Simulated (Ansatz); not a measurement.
# What SnO (model cell, started as zinc blende) distorts into

Aim: this structure of SnO (model cell, started as zinc blende) is to be tested for unstable modes, and one is followed downhill.

Program: Ansatz 0.2.0. Level of theory: DFT LDA, scalar-relativistic, plane waves, PAW. Values are calculated unless marked as measured.

The structure was built from a prototype and need not be the compound's stable phase.

## Step 1: The system as given

It takes space group F-43m (No. 216, cubic). The conventional cell has a = 5.323 Å, b = 5.323 Å, c = 5.323 Å, α = 90.00°, β = 90.00°, γ = 90.00°. Nearest to Sn lie 4 O at 2.30 Å. Nearest to O lie 4 Sn at 2.30 Å. Farther neighbours, and contacts between anions beyond the nearest, are not listed.

## Step 2: The dispersion

Stability and thermal properties need the whole zone. Linear response on a 4×4×4 q mesh gives force constants as far as a supercell of that size would.

Contents of input.yaml:

```yaml
crystal:
  lattice:
    - [0.0, 2.6614960121, 2.6614960121]
    - [2.6614960121, 0.0, 2.6614960121]
    - [2.6614960121, 2.6614960121, 0.0]
  atoms:
    - { symbol: Sn, position: [0.0, 0.0, 0.0] }
    - { symbol: O, position: [0.25, 0.25, 0.25] }
kpoints:
  mp_grid: { grid: [12, 12, 12] }
hamiltonian:
  xc: lda
scf:
  occupations: { method: methfessel_paxton, width: 0.15 }
output:
  eigenvalues: true
phonons:
  method: dfpt
  qmesh: [4, 4, 4]
  temperatures: { t_max: 1000, t_step: 50 }
  qpath:
    path:
      - [[0.0, 0.0, 0.0], [-0.5, -0.5, 0.0], [-0.375, -0.375, 0.25]]
      - [[-0.375, 0.0, 0.375], [0.0, 0.0, 0.0], [0.0, 0.0, 0.5], [-0.5, -0.25, 0.25], [-0.5, -0.5, 0.0]]
    npoints: 10
```

Command:

```sh
$ ansatz run input.yaml --threads 4 --pin off --max-ram 7168MiB --backend cpu --events-out ev --progress --plain --runs-dir out
```

Standard output:

```text
Warning: phonons: the dynamical matrix that this run interpolates holds no multipole term above the dipole-dipole one, and a site of this crystal is no centre of inversion, so its interpolated transverse optical and acoustic branches and sound speeds can stay off near Gamma, and the density of states and the thermodynamics with them. What a run solves at a wave vector of phonons.qpoints, Gamma apart, where the deck admits one, is free of this, and under fd what a larger phonons.supercell samples
Engine: ansatz 0.2.0, aarch64-unknown-linux-gnu
Pseudopotentials: kind: paw
Pseudopotential: Sn, paw, valence charge 14, recommended cutoff 420 eV (normal), Sn.paw.azcp
Pseudopotential: O, paw, valence charge 6, recommended cutoff 420 eV (normal), O.paw.azcp
Functional definition: SPW92
  exchange = slater_x
  correlation = pw_c
Crystal: 2 atoms, lattice volume = 37.706 Å³
Basis set: ecut = 420 eV, 725 PW (Γ), exchange–correlation on 54×54×54 points (8 copies of the dense FFT grid, shifted against one another)
Bands: 14, of which v1, the nominal top of the filled ones, is band 10 counted from 1 (9 counted from 0)
Symmetry: 24 space group operations
k-points: 72 of 1728 (time reversal used)
Non-local potential: Sn, projectors of the file, l = 0: 2, l = 1: 2, l = 2: 2, l = 3: 2
Non-local potential: O, projectors of the file, l = 0: 2, l = 1: 2, l = 2: 1
PAW form: soft (Blöchl's): semilocal exchange-correlation on the pseudo side does not see the compensation charge
PAW frozen core: Sn, regenerated for the run's functional, and the local potential with it (the file was generated under x = pbe(κ = 0.804, μ = 0.219515), c = pbe(β = 0.066725))
PAW frozen core: O, regenerated for the run's functional, and the local potential with it (the file was generated under x = pbe(κ = 0.804, μ = 0.219515), c = pbe(β = 0.066725))
PAW one-centre angular grid: Sn, 590 points (default); XC on 64 Gauss nodes
PAW one-centre angular grid: O, 110 points (default); XC on 64 Gauss nodes
Initial density: superposition of atomic densities (neutral atoms: chi_scale 0, normalization atom), corrected by the library's trained network
Initial wavefunctions: pseudopotential atomic-orbital guess
Functional: x = slater, c = lda
SCF iter   1: F=—  HF=-6433.890359 eV  |F-HF|=—  |Δ(HF+E_count)|=         —  Δρ=2.38e-2  dr2=2.35e-1  ethr=1.77e-3  ⟨swp⟩=5.0  Hψ=5455  notcnv=0
preconditioner: auto → Kerker (q_TF=auto, 2.455 Å⁻¹)  [metal: Δε(μ)=0.080 eV  Ē_g=19.025 eV  σ=0.150 eV  W_gap=0.42  n_scr=14 (ndim 8)  ℏωp=27.0 eV  f_vac=0.021  D(μ)=0.58/eV (n_scr^D=0)]
SCF iter   2: F=—  HF=-6433.848691 eV  |F-HF|=—  |Δ(HF+E_count)|=   4.17e-2  S|Δr|=    0.00e0  Δρ=1.01e-2  dr2=2.07e-2  ethr=1.17e-3  ⟨swp⟩=2.3  Hψ=2000  notcnv=0
SCF iter   3: F=—  HF=-6433.844016 eV  |F-HF|=—  |Δ(HF+E_count)|=   4.68e-3  S|Δr|=    0.00e0  Δρ=2.58e-3  dr2=1.88e-3  ethr=1.03e-4  ⟨swp⟩=2.1  Hψ=1211  notcnv=0
SCF iter   4: F=—  HF=-6433.843363 eV  |F-HF|=—  |Δ(HF+E_count)|=   6.53e-4  S|Δr|=    0.00e0  Δρ=5.41e-4  dr2=2.26e-4  ethr=9.39e-6  ⟨swp⟩=2.1  Hψ=1734  notcnv=0
SCF iter   5: F=—  HF=-6433.843311 eV  |F-HF|=—  |Δ(HF+E_count)|=   5.16e-5  S|Δr|=    0.00e0  Δρ=1.58e-4  dr2=1.03e-5  ethr=1.13e-6  ⟨swp⟩=1.0  Hψ=1008  notcnv=0
SCF iter   6: F=—  HF=-6433.843312 eV  |F-HF|=—  |Δ(HF+E_count)|=   6.78e-7  S|Δr|=    0.00e0  Δρ=5.56e-5  dr2=1.21e-6  ethr=5.14e-8  ⟨swp⟩=2.9  Hψ=1802  notcnv=0
SCF iter   7: F=—  HF=-6433.843311 eV  |F-HF|=—  |Δ(HF+E_count)|=   4.78e-7  S|Δr|=    0.00e0  Δρ=9.91e-6  dr2=4.78e-8  ethr=6.04e-9  ⟨swp⟩=2.4  Hψ=1756  notcnv=0
SCF iter   8: F=—  HF=-6433.843311 eV  |F-HF|=—  |Δ(HF+E_count)|=   1.34e-8  S|Δr|=    0.00e0  Δρ=2.28e-6  dr2=2.59e-9  ethr=2.39e-10  ⟨swp⟩=2.0  Hψ=1245  notcnv=0
SCF iter   9: F=—  HF=-6433.843311 eV  |F-HF|=—  |Δ(HF+E_count)|=  9.81e-10  S|Δr|=    0.00e0  Δρ=7.55e-7  dr2=3.15e-10  ethr=1.30e-11  ⟨swp⟩=1.4  Hψ=1080  notcnv=0
SCF iter  10: F=-6433.843311 eV  HF=-6433.843311 eV  |F-HF|=4.55e-12  |Δ(HF+E_count)|=  5.46e-12  S|Δr|=    0.00e0  Δρ=1.03e-7  dr2=4.81e-12  ethr=1.00e-12  ⟨swp⟩=4.6  Hψ=4449  notcnv=0
the search or the solves at the SCF's close seem to have found levels that the self-consistency loop had missed (the run counts 1). By its estimate they hold under 1e-12 electrons; where the run keeps them, the occupations were computed again with them
SCF 1 converged in 10 iterations: F = -6433.843311 eV  dr2 = 4.81e-12
  greatest PAW one-centre occupation: 0.993 electrons in one spin orbital (limit 2), on the Sn atom at site 0 (counted from 0), in its partial waves of l = 2
Initial density: read from a saved state, or passed on in memory by an earlier SCF of this step, an earlier step, the calling program or the single point that the run made first
iter 1 solved again at ethr=1.54e-7 eV; its pass at ethr=3.10e-3 eV (dr2=3.08e-5 eV) is discarded
SCF iter   1: F=—  HF=-6433.843311 eV  |F-HF|=—  |Δ(HF+E_count)|=         —  Δρ=4.16e-7  dr2=4.03e-11  ethr=1.54e-7  ⟨swp⟩=2.6  Hψ=7893  notcnv=0
eigensolver tolerance schedule: the retry pair's looser diagonalisation over-reported the residual by 764006.62 of it (diagonalisation noise at an unbounded share of the residual, at the tolerance the schedule requests for it); recorded, not acted on — ethr = c·dr2/N_el stays at c = 1.0e-1
preconditioner: auto → Kerker (q_TF=auto, 2.455 Å⁻¹)  [metal: Δε(μ)=0.070 eV  Ē_g=19.138 eV  σ=0.150 eV  W_gap=0.38  n_scr=14 (ndim 8)  ℏωp=27.0 eV  f_vac=0.020  D(μ)=0.53/eV (n_scr^D=0)]
SCF iter   2: F=—  HF=-6433.843311 eV  |F-HF|=—  |Δ(HF+E_count)|=   2.51e-8  S|Δr|=    0.00e0  Δρ=2.35e-7  dr2=1.49e-11  ethr=1.00e-12  ⟨swp⟩=3.4  Hψ=2508  notcnv=0
SCF iter   3: F=-6433.843311 eV  HF=-6433.843311 eV  |F-HF|=1.82e-12  |Δ(HF+E_count)|=  7.28e-12  S|Δr|=    0.00e0  Δρ=1.30e-7  dr2=2.77e-12  ethr=1.00e-12  ⟨swp⟩=3.1  Hψ=3033  notcnv=0
SCF 2 converged in 3 iterations: F = -6433.843311 eV  dr2 = 2.77e-12
phonons: the bands overlap, so this run is a metal and interpolates without the dipole-dipole term. If the crystal is really an insulator or semiconductor, its LO-TO splitting is missing
NSCF: frozen V_eff on 72 k-points
WARN: eigensolver did not converge in 3 slots of this pass, the one above among them; of largest residual over every band (k=17): 1 band(s) unlocked (lowest unlocked band 13, counted from 0; max residual 2.77e-4 eV among the unlocked bands, 2.77e-4 eV over every band); of lowest unlocked band (k=7): band 13
NSCF: frozen V_eff on 163 k-points
DFPT response loops at q = (0, 0, 0) (fractional): preconditioner auto → Kerker (q_TF=auto, 2.455 Å⁻¹) (partly filled bands, converged f_vac=0.020); β = 1.00, the filter's whole step (`scf.mixing.beta` (0.50) is not read by the response loops under this deck's `scf.mixing.preconditioner`; to damp them name `kerker` or `kerker_dos`, under which they read `scf.mixing.beta`, and type it under 1.00, their step now; both keys bind the ground state too); Broyden in place of MSR1
NSCF: frozen V_eff on 1872 k-points
DFPT response loops at q = (0, 0, 0.25) (fractional): mixed as the last ones told, above
NSCF: frozen V_eff on 952 k-points
DFPT response loops at q = (0, 0, -0.5) (fractional): mixed as the last ones told, above
NSCF: frozen V_eff on 1020 k-points
DFPT response loops at q = (0, 0.25, 0.25) (fractional): mixed as the last ones told, above
NSCF: frozen V_eff on 3456 k-points
DFPT response loops at q = (0, 0.25, -0.5) (fractional): mixed as the last ones told, above
NSCF: frozen V_eff on 1872 k-points
DFPT response loops at q = (0, 0.25, -0.25) (fractional): mixed as the last ones told, above
NSCF: frozen V_eff on 560 k-points
DFPT response loops at q = (0, -0.5, -0.5) (fractional): mixed as the last ones told, above
NSCF: frozen V_eff on 1020 k-points
DFPT response loops at q = (0.25, -0.5, -0.25) (fractional): mixed as the last ones told, above
SCF converged after 10 iterations
Stability not checked: this state was not tested for a lower state beside it, because cold or Methfessel-Paxton smearing, or corrected tetrahedra, fill the levels in a way that the test cannot read (fill_not_monotonic; see scf.lower_state_search)
Free energy (F): -6433.843311 eV
Harris-Foulkes:  -6433.843311 eV  (|F-HF|=4.55e-12)
Internal energy: -6433.842799 eV  (E = F + TS)
E sigma→0 (E₀):  -6433.843183 eV
Entropy (-TS):   -0.000512 eV (-0.256 meV/atom)
Fermi energy:    8.968996 eV
--- Per-component energies (eV) ---
  E_band       = -112.457607
  E_kinetic    = 360.100604
  E_local      = -1293.792528  (includes V_loc(G=0)·N_el)
  E_nonlocal   = 21.595883
  E_hartree    = 689.429655
  E_xc         = -451.938913
  E_vxc        = -192.125539  (∫ρ·V_xc dr)
  E_paw        = -4138.800576  (= ΣΔE_a)
  E_vpaw       = -387.097627  (= ΣTr[D̂ρ^β])
  E_aug_tail   = 0.002342  (compensation charges beyond the density's cutoff)
  E_ewald      = -1620.961085
  E_core_change = 0.521820  (= ΣΔE_core)
  E_smearing   = -0.000512  (= −TS)
  E_closure    = -0.000000  (closes the sum)
  Σ components = -6433.843311   (vs F -6433.843311, Δ=0.00e0)
--- Band table (eV; the first three rows and the last of 72) ---
  k-point 0: bands = [... 6 lower, 2.6214, 5.0252, 5.0252, 5.0252, 13.4979, 13.4979, 13.4979, 18.2699]
  k-point 1: bands = [... 6 lower, 2.4352, 4.9912, 4.9912, 5.1947, 13.0497, 13.5380, 13.5380, 18.7494]
  k-point 2: bands = [... 6 lower, 1.9970, 4.9013, 4.9013, 5.5764, 12.1854, 13.6255, 13.6255, 18.7132]
  k-point 71: bands = [... 6 lower, 0.9315, 3.3353, 3.3690, 9.0671, 10.1895, 11.6453, 13.3996, 16.9251]
--- Phonons (Γ-DFPT): 2 representative perturbations + reference (Σ response iterations 6) ---
  ASR residual: 8.668e-5 → 0.000e0 eV/Å²; symmetrization residual: 2.148e-6 eV/Å²
  ASR residual per site (eV/Å²): 1.92e-5 8.67e-5
  Γ frequencies (cm⁻¹): 0.00 0.00 0.00 218.05 218.05 218.05
--- Phonons (arbitrary-q DFPT): 8 irreducible q on the 4×4×4 mesh ---
  q = [0.0000, 0.0000, 0.0000] (star 1, of the zone-centre solve; hermiticity 1.74e-6, symmetrization 1.35e-12): -0.00 -0.00 0.00 218.05 218.05 218.05
  q = [0.0000, 0.0000, 0.2500] (star 8, 2 solved perturbations on 936 of 1728 k-point pairs; hermiticity 1.08e-6, symmetrization 4.64e-13): -28.80 -28.80 0.09 159.20 202.03 202.03
  q = [0.0000, 0.0000, -0.5000] (star 4, 2 solved perturbations on 476 of 1728 k-point pairs; hermiticity 5.76e-7, symmetrization 4.63e-12): -38.91 -38.91 -34.56 160.81 171.26 171.26
  q = [0.0000, 0.2500, 0.2500] (star 6, 4 solved perturbations in 1608 linear systems a pass and spin channel, the states on 510 of 1728 k-point pairs; hermiticity 5.50e-7, symmetrization 2.95e-13): -157.67 -157.67 -156.66 114.72 118.06 118.06
  q = [0.0000, 0.2500, -0.5000] (star 24, 4 solved perturbations in 5328 linear systems a pass and spin channel, the states on 1728 of 1728 k-point pairs; hermiticity 3.53e-7, symmetrization 1.01e-12): -221.19 -162.30 72.79 114.63 142.30 161.48
  q = [0.0000, 0.2500, -0.2500] (star 12, 4 solved perturbations in 2892 linear systems a pass and spin channel, the states on 936 of 1728 k-point pairs; hermiticity 7.16e-7, symmetrization 1.62e-12): -213.93 -97.54 -65.12 132.63 149.52 163.89
  q = [0.0000, -0.5000, -0.5000] (star 3, 4 solved perturbations in 886 linear systems a pass and spin channel, the states on 280 of 1728 k-point pairs; hermiticity 3.40e-7, symmetrization 1.12e-12): -258.80 -239.06 -239.06 106.26 106.26 145.95
  q = [0.2500, -0.5000, -0.2500] (star 6, 4 solved perturbations in 1544 linear systems a pass and spin channel, the states on 510 of 1728 k-point pairs; hermiticity 3.03e-7, symmetrization 7.47e-13): -249.97 -200.64 -184.25 108.70 113.37 153.56
  sum rule: each row above includes the acoustic sum rule's correction from the zone centre's row sums; it moved no ω² by more than (1.21 cm⁻¹)²
  mesh force constants: q→R imaginary residual 7.43e-19; ASR residual 8.668e-5 → 0.000e0 eV/Å²; symmetrization residual 8.882e-16 eV/Å²
  interpolated dispersion: 62 rows × 6 modes
  density of states and harmonic sums: on the 20×20×20 q-mesh, interpolated from the force constants of a 4×4×4 supercell (no non-analytic term)
  largest difference from the sums on the solved wave vectors: F 6.32e-2 eV, S 7.07e-5 and C_V 7.46e-6 eV/K
  zero-point energy: 0.027926 eV/cell   skipped modes (ω ≤ 0): 667, of them read as no rigid motion or as one in doubt: 664 (2.587e0 modes/cell left out, lowest -263.60 cm⁻¹)   left out of the sums: 4.31e-1 of the cell's modes: C_V's classical limit lies that fraction below 3 k_B per atom; for a crystal, a wire or a layer, F and S can be off by more, and a phonons.interpolated_qmesh denser along its periods is the remedy for the sampling
```

Run time: 3.2 min. Hardware: 4 threads of Arm Neoverse V2, shared host; peak memory 2.2 GiB.

Read from the output:

```
volume per atom                                         : 18.85 Å³
gap on the k-mesh                                       : 0 eV
sum-rule residual before enforcement                    : 8.67e-5 eV/Å²
lowest frequency on the path                            : -263.6 cm⁻¹
point group                                             : -43m
highest frequency on path, mesh or solved points        : 218.4 cm⁻¹
highest optical mode at the zone centre (no LO-TO term) : 218.1 cm⁻¹
lowest optical zone-centre mode                         : 218.1 cm⁻¹
lowest mode on the q mesh (acoustic modes at Γ apart)   : -258.8 cm⁻¹
```

Frequencies (cm⁻¹) solved at each irreducible wavevector; negative means imaginary. Frequencies by wavevector, by row:

| q in reciprocal lattice units | star | mode 1 | mode 2 | mode 3 | mode 4 | mode 5 | mode 6 |
| --- | --- | --- | --- | --- | --- | --- | --- |
| 0 0 0 | 1 | 0 | 0 | 0 | 218.1 | 218.1 | 218.1 |
| 0 0 0.25 | 8 | -28.8 | -28.8 | 0.1 | 159.2 | 202 | 202 |
| 0 0 -0.5 | 4 | -38.9 | -38.9 | -34.6 | 160.8 | 171.3 | 171.3 |
| 0 0.25 0.25 | 6 | -157.7 | -157.7 | -156.7 | 114.7 | 118.1 | 118.1 |
| 0 0.25 -0.5 | 24 | -221.2 | -162.3 | 72.8 | 114.6 | 142.3 | 161.5 |
| 0 0.25 -0.25 | 12 | -213.9 | -97.5 | -65.1 | 132.6 | 149.5 | 163.9 |
| 0 -0.5 -0.5 | 3 | -258.8 | -239.1 | -239.1 | 106.3 | 106.3 | 145.9 |
| 0.25 -0.5 -0.25 | 6 | -250 | -200.6 | -184.2 | 108.7 | 113.4 | 153.6 |

Interpolated from a 4×4×4 q mesh. Phonon branches along the path, in cm⁻¹:

| point | branch 1 | branch 2 | branch 3 | branch 4 | branch 5 | branch 6 |
| --- | --- | --- | --- | --- | --- | --- |
| Γ | 0 | 0 | 0 | 218 | 218 | 218 |
| halfway | -158 | -158 | -157 | 115 | 118 | 118 |
| X | -259 | -239 | -239 | 106 | 106 | 146 |
| halfway | -257 | -226 | -195 | 106 | 107 | 149 |
| U | -254 | -184 | -80 | 111 | 111 | 153 |
| jump to K | -254 | -184 | -80 | 111 | 111 | 153 |
| halfway | -156 | -85 | -34 | 135 | 160 | 185 |
| Γ | 0 | 0 | 0 | 218 | 218 | 218 |
| halfway | -29 | -29 | 0 | 159 | 202 | 202 |
| L | -39 | -39 | -35 | 161 | 171 | 171 |
| halfway | -203 | -96 | 39 | 135 | 142 | 159 |
| W | -250 | -201 | -184 | 109 | 113 | 154 |
| halfway | -264 | -211 | -181 | 107 | 109 | 150 |
| X | -259 | -239 | -239 | 106 | 106 | 146 |

The phonon branches as a text plot (rows in cm⁻¹):

```
    208 |***                      ***********
    188 |   *                   **  *     *  ***
    168 |  *                   **          **  ********
    148 |    **   **************  **         **    **************
    128 |   *  ***         *******                    ***
    108 |    **************                             *********
     88 |
     68 |
     48 |                                          ****
     28 | **                        **   ***      *
      8 |*                          *****   *
    -13 | *                *     *** *  ****
    -33 |  **                   *   *       *******
    -53 |   *               *  * ***               **  *
    -73 |                 *  **                   *  *
    -93 |    **              *****                    *
   -113 |    **          *  *                      *    *
   -133 |                                              *
   -153 |      *        *  *    *                   *   *
   -173 |       *                                    *   * ***
   -193 |       **     * **    *                         **** *
   -213 |        *      *    **                       **     **
   -233 |         ******    *                           *      **
   -254 |           ********                             ********
         Γ           X  U|K            Γ         L        W     X
```

Symmetry leaves 8 wavevectors to solve. The lowest mode among them, the acoustic zeros apart, lies at q = (0, -0.5, -0.5) and is imaginary, 258.8i cm⁻¹, so the energy falls along it. Between them the interpolated path dips to 264i cm⁻¹.

## Step 3: The mode frozen in, largest atomic shift 0 Å

The mode followed lies at q = (0, -0.5, -0.5) with frequency 258.8i cm⁻¹, the softest among the wavevectors solved. At small amplitude the pattern taken leaves space group no. 115 by a symmetry search on the positions. The undistorted cell that holds it gives the zero of energy on the same k mesh.

System of this step: SnO (model cell, started as zinc blende). It takes space group F-43m (No. 216, cubic). The conventional cell has a = 5.323 Å, b = 5.323 Å, c = 5.323 Å, α = 90.00°, β = 90.00°, γ = 90.00°. Nearest to Sn lie 4 O at 2.30 Å. Nearest to O lie 4 Sn at 2.30 Å. Farther neighbours, and contacts between anions beyond the nearest, are not listed.

Contents of input.yaml:

```yaml
crystal:
  lattice:
    - [0.0, -2.6614960121, -2.6614960121]
    - [0.0, 2.6614960121, -2.6614960121]
    - [5.3229920242, 0.0, 0.0]
  atoms:
    - { symbol: Sn, position: [0.5, 0.5, 0.5] }
    - { symbol: Sn, position: [0.0, 0.0, 0.0] }
    - { symbol: O, position: [0.0, 0.5, 0.75] }
    - { symbol: O, position: [0.5, 0.0, 0.25] }
kpoints:
  mp_grid: { grid: [10, 10, 8] }
hamiltonian:
  xc: lda
scf:
  occupations: { method: methfessel_paxton, width: 0.15 }
output:
  forces: true
  stress: true
  eigenvalues: true
```

Standard output:

```text
[...]
Crystal: 4 atoms, lattice volume = 75.411 Å³
Basis set: ecut = 420 eV, 1465 PW (Γ)
Bands: 24, of which v1, the nominal top of the filled ones, is band 20 counted from 1 (19 counted from 0)
Symmetry: 16 space group operations
[...]
k-points: 105 of 800 (time reversal used)
[...]
--- Band table (eV; the first three rows and the last of 105) ---
  k-point 0: bands = [... 16 lower, 5.0232, 5.0232, 5.0236, 8.1812, 8.8630, 13.4972, 13.4974, 13.4974]
  k-point 1: bands = [... 16 lower, 4.9688, 4.9688, 5.2081, 8.0643, 9.0175, 13.1668, 13.5162, 13.5162]
  k-point 2: bands = [... 16 lower, 4.8175, 4.8175, 5.6598, 7.7700, 9.4155, 12.4187, 13.5768, 13.5768]
  k-point 104: bands = [... 16 lower, 3.3679, 3.3679, 9.0655, 9.0655, 10.1889, 10.1889, 11.6448, 11.6448]
[key lines of the parts left out:]
SCF converged after 7 iterations
Free energy (F): -12867.685835 eV
Fermi energy:    8.962910 eV
P = ⅓ Tr σ = -0.0488 GPa (-0.488 kbar)
```

The job ended after 4.5 s (4 threads; peak memory 0.41 GiB).

Numbers from this step:

| Quantity | Value |
| --- | --- |
| pressure | -0.04878 GPa |
| energy from the undistorted cell | 0 meV/atom |

The run ends at a pressure of -0.05 GPa.

(Part 1 of 3 ends here.)

[Long decimals in the printed logs are rounded to 6 places.]

[Logs are printed without paths, hosts, clocks, repeated set-up lines and the standing remarks that a program may print on its own settings, such as how far it seeks lower states.]

[Hosts, paths, dates, database ids (printed as entryN), source tags and the programs' standing remarks are cut or masked in the printed files.]

[Where the starting crystal was built by hand or by swapping elements, it need not be the compound's stable phase.]
